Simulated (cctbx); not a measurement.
# BaLa2Fe2S3O3: precision against data quality

Space group Pnnm (no. 58), a = 6.1940 Å, b = 6.4370 Å, c = 22.0900 Å, α = 90.00°, β = 90.00°, γ = 90.00°.

| atom | mult. | x | y | z | Ueq (Å²) |
| --- | --- | --- | --- | --- | --- |
| La1 | 8 | 0.2577 | 0.7621 | 0.8160 | 0.0104 |
| Ba1 | 4 | 0.7220 | 0.7568 | 1/2 | 0.0083 |
| Fe1 | 8 | 0.2493 | 0.7566 | 0.6006 | 0.0110 |
| S1 | 4 | 1/2 | 1/2 | 0.8877 | 0.0121 |
| S2 | 4 | 0.7916 | 0.2731 | 1/2 | 0.0106 |
| S3 | 4 | 1/2 | 1/2 | 0.6094 | 0.0118 |
| O1 | 4 | 1/2 | 0 | 0.6255 | 0.0148 |
| O2 | 8 | 0.1821 | 0.6717 | 0.7081 | 0.0130 |

The model was made for the exercise: a known structure type with other elements put in, its volume estimated, not relaxed; displacement parameters are assumed.

Five simulated data sets (cctbx; Mo Kα, λ = 0.71073 Å; 1.5 % proportional error) differ in resolution or exposure (noise floor 8 counts in the first three, 8 in the last two). Each is refined with the right model, isotropic at 1.1 Å and anisotropic otherwise. How do the figures of merit and the uncertainties move?

```csv
d min (Å),top counts,"⟨I/σ⟩ (unmerged, absences included)",unique,param. (scale apart),Rint,R1,GooF,largest s.u. xyz (fractional),s.u. U of O1 (Å²),largest error (Å)
1.1,40000,13.2,361,24,0.020,0.0149,1.34,0.00071,0.0018,0.0075
0.84,40000,12.1,805,54,0.024,0.0119,0.91,0.00035,0.0018,0.0060
0.6,40000,9.5,2178,54,0.031,0.0162,0.94,0.00026,0.0010,0.0050
0.75,300,0.5,1127,54,0.609,0.1204,0.92,0.00746,0.0206,0.1418
0.75,3000,2.7,1127,54,0.135,0.0445,0.92,0.00154,0.0086,0.0159
```

The number of reflections grows roughly as 1/d³: 361, 805 and 2178 here. R1 follows the noise rather than the truth: at 300 counts it is 0.1204, at 3000 counts 0.0445, while GooF is 0.92 and 0.92: the weights 1/σ² carry the noise. The s.u. of U (U11 where anisotropic) for O1 goes 0.0018, 0.0018, 0.0010 Å² with resolution and 0.0206, 0.0086 Å² with exposure.

The 1.1 Å row also differs in its displacement model, so it isn't a clean test of resolution.

Hardware for the 0.6 Å refinement: 0.64 s on 1 thread of Arm Neoverse N1, on a shared host, peak memory 0.09 GiB.

[Logs are printed without paths, hosts, clocks, repeated set-up lines and the standing remarks that a program may print on its own settings, such as how far it seeks lower states.]
